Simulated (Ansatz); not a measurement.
# ReF3 (honeycomb trihalide sheet): how robust is the cRPA U?

Aim: hold the target of a cRPA run on ReF3 (honeycomb trihalide sheet) and move one thing at a time.

Method: constrained RPA on PBEsol, plane waves, PAW, in Ansatz 0.2.0.

### Step 1. Set-up

The cell holds 8 atoms: 2 Re and 6 F. Its edges and angles: a = 4.537 Å, b = 4.537 Å, c = 28.448 Å, α = 90.0°, β = 90.0°, γ = 120.0°. Vacuum lies along c.

Coordinates:

```cif
data_structure
_symmetry_space_group_name_H-M 'P 1'
_symmetry_Int_Tables_number 1
_cell_length_a 4.5374
_cell_length_b 4.5374
_cell_length_c 28.4480
_cell_angle_alpha 90.000
_cell_angle_beta 90.000
_cell_angle_gamma 120.000
_cell_volume 507.21
loop_
_atom_site_label
_atom_site_type_symbol
_atom_site_fract_x
_atom_site_fract_y
_atom_site_fract_z
_atom_site_occupancy
Re1 Re 0.33333 0.66667 0.32206 1
Re2 Re 0.66667 0.33333 0.32206 1
F3 F 0.34130 0.00000 0.37092 1
F4 F 0.00000 0.34130 0.37092 1
F5 F 0.65870 0.65870 0.37092 1
F6 F 0.65870 0.00000 0.27321 1
F7 F 0.00000 0.65870 0.27321 1
F8 F 0.34130 0.34130 0.27321 1
```

The structure was relaxed with PBEsol. The structure was generated from a model, not taken from a measurement. The runs that relaxed it are not among those shown. The program's search for lower electronic states was switched off, so nothing shows that the state found is the lowest. Spin-orbit coupling is left out unless a step names it. The default PAW set here is soft_2. Its files were made with PBE. The Coulomb interaction is cut off across the vacuum.

### Step 2. Base: Re t2g, bands v4 to c2, 6×6×1 mesh, medium accuracy

Constrained RPA screens the interaction with every transition except those inside the target bands, which a later many-body model would treat itself.

input.yaml

```yaml
crystal:
  lattice:
    - [3.70475131, -1.85237566, 1.85237566]
    - [-1.85237566, -1.85237566, -3.70475131]
    - [16.42446046, 16.42446046, -16.42446046]
  atoms:
    - { symbol: Re, position: [0.3333333333, 0.6666666667, 0.3220613049] }
    - { symbol: Re, position: [0.6666666667, 0.3333333333, 0.3220613049] }
    - { symbol: F, position: [0.3412950542, 0.0, 0.3709169575] }
    - { symbol: F, position: [0.0, 0.3412950542, 0.3709169575] }
    - { symbol: F, position: [0.6587049458, 0.6587049458, 0.3709169575] }
    - { symbol: F, position: [0.6587049458, 0.0, 0.2732056522] }
    - { symbol: F, position: [0.0, 0.6587049458, 0.2732056522] }
    - { symbol: F, position: [0.3412950542, 0.3412950542, 0.2732056522] }
  periodic: [true, true, false]
kpoints:
  mp_grid: { grid: [6, 6, 1] }
hamiltonian:
  xc: pbesol
scf:
  occupations: { method: gaussian, width: 0.08 }
  n_extra_bands: 24
  max_iter: 150
  lower_state_search: "off"
output:
  crpa:
    kmesh: [6, 6, 1]
    target_bands: [v4, c2]
    projections: [{ species: Re, l: d, shell: 5, orbitals: [dxz, dyz, dxy] }]
  local_orbitals:
    kmesh: [12, 12, 1]
    orbitals: [{ species: Re, l: d, shell: 5, orbitals: [dxz, dyz, dxy] }]
    window: { bands: [v4, c2] }
    seedname: lo
```

Started as:

```console
$ ansatz run input.yaml --threads 8 --pin off --max-ram 14745MiB --backend cpu --events-out ev --progress --plain --runs-dir out
```

Numbers of over 12 decimals in the logs are rounded to 6 here.

The program printed:

```text
Warning: crystal.periodic: the lattice vector that does not repeat stood 1e-7° off the slab's normal, 28.448 Å along it as the deck builds it. The run solves the slab on a vector along the normal, 28.448 Å long, with every atom where it was (on the deck's vector they left 25.67 Å outside them, and the widest stretch free of ions among them is 1.39 Å). A fractional position that the run reports is one of the run's cel [...]
crystal.periodic: the lattice vector that does not repeat stood 1e-7° off the slab's normal, 28.448 Å along it as the deck builds it. The run solves the slab on a vector along the normal, 28.448 Å long, with every atom where it was (on the deck's vector they left 25.67 Å outside them, and the widest stretch free of ions among them is 1.39 Å). A fractional position that the run reports is one of the run's cell, which  [...]
scf.n_extra_bands = 24 over 36 filled bands (N_el = 72.0): the run solves 60 bands
Engine: ansatz 0.2.0, aarch64-unknown-linux-gnu
Pseudopotentials: kind: paw
Pseudopotential: Re, paw, valence charge 15, recommended cutoff 420 eV (normal), Re.paw.azcp
Pseudopotential: F, paw, valence charge 7, recommended cutoff 420 eV (normal), F.paw.azcp
Functional definition: PBEsol
  exchange = pbesol_x
  correlation = pbesol_c
Crystal: 8 atoms, lattice volume = 507.215 Å³
Basis set: ecut = 420 eV, 9941 PW (Γ)
Bands: 60, of which v1, the nominal top of the filled ones, is band 36 counted from 1 (35 counted from 0)
Symmetry: 12 space group operations
Space group: P-31m (ITA 162), of the structure as read, at distance tolerance 8.0e-5 Å
k-points: 7 of 36
Non-local potential: Re, projectors of the file, l = 0: 3, l = 1: 2, l = 2: 2, l = 3: 1
Non-local potential: F, projectors of the file, l = 0: 2, l = 1: 2, l = 2: 1
PAW form: soft (Blöchl's): semilocal exchange-correlation on the pseudo side does not see the compensation charge
PAW frozen core: Re, regenerated for the run's functional, and the local potential with it (the file was generated under x = pbe(κ = 0.804, μ = 0.219515), c = pbe(β = 0.066725))
PAW frozen core: F, regenerated for the run's functional, and the local potential with it (the file was generated under x = pbe(κ = 0.804, μ = 0.219515), c = pbe(β = 0.066725))
PAW one-centre angular grid: Re, 590 points (default); XC on 64 Gauss nodes
PAW one-centre angular grid: F, 110 points (default); XC on 64 Gauss nodes
Initial density: superposition of atomic densities (neutral atoms: chi_scale 0, normalization atom), corrected by the library's trained network
Initial wavefunctions: pseudopotential atomic-orbital guess
Functional: x = pbesol(κ = 0.804, μ = 0.123457), c = pbesol(β = 0.046)
[...]
cRPA screening: q 6/36 (q-point 3)
cRPA screening: q 10/36 (q-point 4)
cRPA screening: q 12/36 (q-point 8)
cRPA screening: q 14/36 (q-point 9)
cRPA screening: q 18/36 (q-point 10)
cRPA screening: q 22/36 (q-point 11)
cRPA screening: q 26/36 (q-point 12)
cRPA screening: q 28/36 (q-point 15)
cRPA screening: q 30/36 (q-point 16)
cRPA screening: q 34/36 (q-point 17)
cRPA screening: q 36/36 (q-point 22)
SCF converged after 7 iterations
Free energy (F): -26273.225833 eV
Harris-Foulkes:  -26273.225833 eV  (|F-HF|=1.19e-7)
Internal energy: -26273.216007 eV  (E = F + TS)
E sigma→0 (E₀):  -26273.220920 eV
Entropy (-TS):   -0.009826 eV (-1.228 meV/atom)
Fermi energy:    -5.307135 eV
--- Per-component energies (eV) ---
  E_band       = -1832.086136
  E_kinetic    = 2311.793884
  E_local      = -158121.978478  (includes V_loc(G=0)·N_el)
  E_nonlocal   = 548.711595
  E_hartree    = 77659.416135
  E_xc         = -1266.616767
  E_vxc        = -1206.839064  (∫ρ·V_xc dr)
  E_paw        = -18222.355091  (= ΣΔE_a)
  E_vpaw       = -682.606115  (= ΣTr[D̂ρ^β])
  E_aug_tail   = 0.012094  (compensation charges beyond the density's cutoff)
  E_ewald      = 70817.079442
  E_core_change = 0.721179  (= ΣΔE_core)
  E_smearing   = -0.009826  (= −TS)
  E_closure    = -0.000000  (closes the sum)
  Σ components = -26273.225833   (vs F -26273.225833, Δ=0.00e0)
--- Band table (eV; the first three rows and the last of 7) ---
  k-point 0: bands = [... 32 lower, -8.0786, -6.8819, -6.8819, -6.4401, -6.4401, -4.2231, -3.4518, -3.4518, ... 20 higher]
  k-point 1: bands = [... 32 lower, -8.1909, -7.3496, -7.3019, -5.9382, -5.9226, -4.1981, -3.5354, -3.4317, ... 20 higher]
  k-point 2: bands = [... 32 lower, -8.4599, -7.8813, -7.6938, -5.3684, -5.3565, -4.0807, -3.5866, -3.3890, ... 20 higher]
  k-point 6: bands = [... 32 lower, -8.3988, -8.3988, -8.2728, -4.8988, -4.8988, -3.9329, -3.5606, -3.3726, ... 20 higher]
  the weakly bound empty levels are not read free of the cell's end (no_gap_told)
--- cRPA (band scheme, projected local orbitals): target bands 33..38 (1-based), 6 Wannier function(s), 6×6×1 mesh, 76 bands' worth read of 81 solved, ecut_chi 136.0 eV, v(q+G=0) probe_charge, pair densities all_electron ---
  χ-basis size per q: N_G = 1806..1897
  window electrons = 8.0000, filled by tetrahedron_uncorrected; constrained ε̄⁻¹(q = 0, 0) head = 0.820500; min gauge Gram eig = 0.5673
  Kanamori averages over each shell's own Wannier functions (sites counted from 0, functions from 1):
  Each shell's averages of U are screened by what lies outside the whole window alone: parameters of one model of all the shells.
    Site 0, 5D, 3 of 5 d orbitals (Wannier functions 1, 2, 3; wannier90's mr 2, 3, 5):
      screened: U = 5.2951 eV, U' = 4.5837 eV, J = 0.3037 eV
      screened, to within: U = 1.3e-2 eV, U' = 1.3e-2 eV, J = 4.0e-4 eV
      bare: V = 11.8846 eV, V' = 10.8555 eV, J = 0.4283 eV
    Site 1, 5D, 3 of 5 d orbitals (Wannier functions 4, 5, 6; wannier90's mr 2, 3, 5):
      screened: U = 5.2951 eV, U' = 4.5837 eV, J = 0.3037 eV
      screened, to within: U = 1.3e-2 eV, U' = 1.3e-2 eV, J = 4.0e-4 eV
      bare: V = 11.8846 eV, V' = 10.8555 eV, J = 0.4283 eV
  Hermiticity witness max|P − P†| over intra, direct and exchange elements: 5.33e-15 eV (screened), 8.59e-17 eV (bare)
  Reality witness max|Im| over intra, direct and exchange elements: 2.32e-16 eV (screened), 4.81e-16 eV (bare)
```

It took 11 min on 8 threads of Arm Neoverse V2, shared host; peak memory 4.9 GiB; 83 min of CPU time.

The column dr2 measures how far the density is from self-consistency, as an energy; F and HF (Harris–Foulkes) agree once it is small.

Numbers from this step:

```yaml
u: 5.295 eV
u_prime_inter_orbital: 4.584 eV
j: 0.3037 eV
bare_v: 11.88 eV
bare_j: 0.4283 eV
stated_bound_on_u: 0.01222 eV
u_over_bare_v: 0.4455
electrons_in_the_window: 8.000
head_of_the_constrained_inverse_dielectric_matrix: 0.8205
least_eigenvalue_of_the_projection_s_overlap: 0.5673
target_functions: 6
bands_in_the_sums: 76
r_m_s_miss_of_the_model_bands: 9.98e-6 eV
width_of_the_target_bands: 4.735 eV
weight_of_the_projected_orbitals_in_the_window: 0.7622
```

On the Re t2g shell, screening brings the on-site interaction from 11.9 eV down to U = 5.30 eV.

### Step 3. Changed: 3×3×1 mesh

input.yaml: that of step 2 with these lines changed.

```diff
@@ -26,9 +26,4 @@
   crpa:
-    kmesh: [6, 6, 1]
+    kmesh: [3, 3, 1]
     target_bands: [v4, c2]
     projections: [{ species: Re, l: d, shell: 5, orbitals: [dxz, dyz, dxy] }]
-  local_orbitals:
-    kmesh: [12, 12, 1]
-    orbitals: [{ species: Re, l: d, shell: 5, orbitals: [dxz, dyz, dxy] }]
-    window: { bands: [v4, c2] }
-    seedname: lo
```

The program printed:

```text
[...]
Crystal: 8 atoms, lattice volume = 507.215 Å³
Basis set: ecut = 420 eV, 9941 PW (Γ)
Bands: 60, of which v1, the nominal top of the filled ones, is band 36 counted from 1 (35 counted from 0)
Symmetry: 12 space group operations
[...]
k-points: 7 of 36
[...]
SCF iter   1: F=—  HF=-26273.301942 eV  |F-HF|=—  |Δ(HF+E_count)|=         —  Δρ=9.29e-3  dr2=3.86e-1  ethr=1.77e-3  ⟨swp⟩=13.1  Hψ=3292  notcnv=0  defer=44
[...]
SCF iter   7: F=-26273.225833 eV  HF=-26273.225833 eV  |F-HF|=1.19e-7  |Δ(HF+E_count)|=   1.19e-6  Δρ=2.81e-6  dr2=3.37e-8  ethr=1.39e-10  ⟨swp⟩=33.1  Hψ=4161  notcnv=0
SCF 1 converged in 7 iterations: F = -26273.225833 eV  dr2 = 3.37e-8
[...]
NSCF: frozen V_eff on 3 k-points
[...]
cRPA screening: q 1/9
cRPA screening: q 2/9
cRPA screening: q 6/9 (q-point 5)
cRPA screening: q 8/9 (q-point 6)
SCF converged after 7 iterations
[...]
k-point 1: bands = [... 32 lower, -8.1909, -7.3496, -7.3019, -5.9382, -5.9226, -4.1981, -3.5354, -3.4317, ... 20 higher]
  k-point 2: bands = [... 32 lower, -8.4599, -7.8813, -7.6938, -5.3684, -5.3565, -4.0807, -3.5866, -3.3890, ... 20 higher]
  k-point 6: bands = [... 32 lower, -8.3988, -8.3988, -8.2728, -4.8988, -4.8988, -3.9329, -3.5606, -3.3726, ... 20 higher]
  the weakly bound empty levels are not read free of the cell's end (no_gap_told)
[...]
χ-basis size per q: N_G = 1806..1897
[...]
Site 0, 5D, 3 of 5 d orbitals (Wannier functions 1, 2, 3; wannier90's mr 2, 3, 5):
      screened: U = 5.3187 eV, U' = 4.6067 eV, J = 0.3037 eV
      screened, to within: U = 1.6e-2 eV, U' = 1.6e-2 eV, J = 4.7e-4 eV
      bare: V = 11.9309 eV, V' = 10.9012 eV, J = 0.4284 eV
    Site 1, 5D, 3 of 5 d orbitals (Wannier functions 4, 5, 6; wannier90's mr 2, 3, 5):
      screened: U = 5.3187 eV, U' = 4.6067 eV, J = 0.3037 eV
      screened, to within: U = 1.6e-2 eV, U' = 1.6e-2 eV, J = 4.7e-4 eV
      bare: V = 11.9309 eV, V' = 10.9012 eV, J = 0.4284 eV
[...]
[key lines of the parts left out:]
Free energy (F): -26273.225833 eV
Fermi energy:    -5.307135 eV
```

Elapsed: 1.7 min, on 8 threads; peak memory 3.7 GiB; 12 min of CPU time.

This step gave:

```
U                                                 : 5.319 eV
U prime (inter-orbital)                           : 4.607 eV
J                                                 : 0.3037 eV
bare V                                            : 11.93 eV
bare J                                            : 0.4284 eV
stated bound on U                                 : 0.01527 eV
U over bare V                                     : 0.4458
electrons in the window                           : 8.000
head of the constrained inverse dielectric matrix : 0.7895
least eigenvalue of the projection's overlap      : 0.5673
target functions                                  : 6
bands in the sums                                 : 76
width of the target bands                         : 4.735 eV
weight of the projected orbitals in the window    : 0.7622
```

On the Re t2g shell, screening brings the on-site interaction from 11.9 eV down to U = 5.32 eV.

### Step 4. Changed: sums over states on smooth products

input.yaml: that of step 3 with these lines changed.

```diff
@@ -26,4 +26,8 @@
   crpa:
-    kmesh: [3, 3, 1]
+    kmesh: [6, 6, 1]
     target_bands: [v4, c2]
     projections: [{ species: Re, l: d, shell: 5, orbitals: [dxz, dyz, dxy] }]
+    accuracy: sum_over_states
+    pair_densities: pseudo
+    n_empty_bands: 72
+    ecut_chi: 136
```

The program printed:

```text
[...]
Crystal: 8 atoms, lattice volume = 507.215 Å³
Basis set: ecut = 420 eV, 9941 PW (Γ)
Bands: 60, of which v1, the nominal top of the filled ones, is band 36 counted from 1 (35 counted from 0)
Symmetry: 12 space group operations
[...]
k-points: 7 of 36
[...]
Site 0, 5D, 3 of 5 d orbitals (Wannier functions 1, 2, 3; wannier90's mr 2, 3, 5):
      screened: U = 5.6361 eV, U' = 4.7838 eV, J = 0.3527 eV
      bare: V = 11.8846 eV, V' = 10.8555 eV, J = 0.4283 eV
    Site 1, 5D, 3 of 5 d orbitals (Wannier functions 4, 5, 6; wannier90's mr 2, 3, 5):
      screened: U = 5.6361 eV, U' = 4.7838 eV, J = 0.3527 eV
      bare: V = 11.8846 eV, V' = 10.8555 eV, J = 0.4283 eV
[...]
[key lines of the parts left out:]
SCF converged after 7 iterations
Free energy (F): -26273.225833 eV
Fermi energy:    -5.307135 eV
```

Wall time 59 s (8 threads); peak memory 2 GiB; 7.4 min of CPU time.

This variant gives U = 5.64 eV against 5.30 eV. It is a finite sum over empty states with no bound on its error and stays out of the table below.

### Step 5. Changed: smooth pair densities

input.yaml: that of step 4 with these lines changed.

```diff
@@ -29,5 +29,2 @@
     projections: [{ species: Re, l: d, shell: 5, orbitals: [dxz, dyz, dxy] }]
-    accuracy: sum_over_states
     pair_densities: pseudo
-    n_empty_bands: 72
-    ecut_chi: 136
```

The program printed:

```text
[...]
Crystal: 8 atoms, lattice volume = 507.215 Å³
Basis set: ecut = 420 eV, 9941 PW (Γ)
Bands: 60, of which v1, the nominal top of the filled ones, is band 36 counted from 1 (35 counted from 0)
Symmetry: 12 space group operations
[...]
k-points: 7 of 36
[...]
screened, sum over states alone: U = 5.8930 eV, U' = 5.0257 eV, J = 0.3558 eV
      bare: V = 11.8846 eV, V' = 10.8555 eV, J = 0.4283 eV
    Site 1, 5D, 3 of 5 d orbitals (Wannier functions 4, 5, 6; wannier90's mr 2, 3, 5):
      screened: U = 5.3182 eV, U' = 4.5857 eV, J = 0.3129 eV
      screened, to within: U = 3.7e-3 eV, U' = 3.7e-3 eV, J = 1.2e-4 eV
      screened, sum over states alone: U = 5.8930 eV, U' = 5.0257 eV, J = 0.3558 eV
      bare: V = 11.8846 eV, V' = 10.8555 eV, J = 0.4283 eV
[...]
[key lines of the parts left out:]
SCF converged after 7 iterations
Free energy (F): -26273.225833 eV
Fermi energy:    -5.307135 eV
```

It took 9.2 min on 8 threads; peak memory 4.1 GiB; 71 min of CPU time.

This step gave:

```
U                                                 : 5.318 eV
U prime (inter-orbital)                           : 4.586 eV
J                                                 : 0.3129 eV
bare V                                            : 11.88 eV
bare J                                            : 0.4283 eV
stated bound on U                                 : 0.003664 eV
U over bare V                                     : 0.4475
electrons in the window                           : 8.000
head of the constrained inverse dielectric matrix : 0.8209
least eigenvalue of the projection's overlap      : 0.5673
target functions                                  : 6
bands in the sums                                 : 76
width of the target bands                         : 4.735 eV
weight of the projected orbitals in the window    : 0.7622
```

On the Re t2g shell, screening brings the on-site interaction from 11.9 eV down to U = 5.32 eV.

### Step 6. Side by side

Times are wall times on 8 threads of Arm Neoverse V2, shared host, good to a factor of about two.

| run | bare V (eV) | U (eV) | J (eV) | bound on U (eV) | width (eV) | time |
| --- | --- | --- | --- | --- | --- | --- |
| target window | 11.88 | 5.295 | 0.304 | 0.0122 | 4.73 | 11 min |
| 3×3×1 mesh | 11.93 | 5.319 | 0.304 | 0.0153 | 4.73 | 1.7 min |
| smooth pair densities | 11.88 | 5.318 | 0.313 | 0.0037 | 4.73 | 9.2 min |

### Step 7. What came out

- target window: U 5.30 eV, J 0.30 eV
- 3×3×1 mesh: U 5.32 eV, J 0.30 eV
- smooth pair densities: U 5.32 eV, J 0.31 eV

What this shows: 3×3×1 mesh moves U by +0.02 eV (within the solver's bounds, for the mean over orbitals) at 0.15 times the time. Smooth pair densities moves U by +0.02 eV. The printed bound covers the solver alone, not the mesh, and no denser mesh than the base was run. The parent state is non-magnetic and the interaction static (zero frequency); U depends on the window and the orbitals, so it belongs to this model alone. Spin-orbit coupling, which is strong for atoms this heavy, is left out.

[Paths, hosts, dates, memory and timing lines, banners, echoed tables and standing remarks are left out of the program output.]

[Logs are printed without paths, hosts, clocks, repeated set-up lines and the standing remarks that a program may print on its own settings, such as how far it seeks lower states.]

[Runs of the session that timed out or met a known fault of the program may be left out.]

[Hosts, paths, dates, database ids (printed as entryN), source tags and the programs' standing remarks are cut or masked in the printed files.]
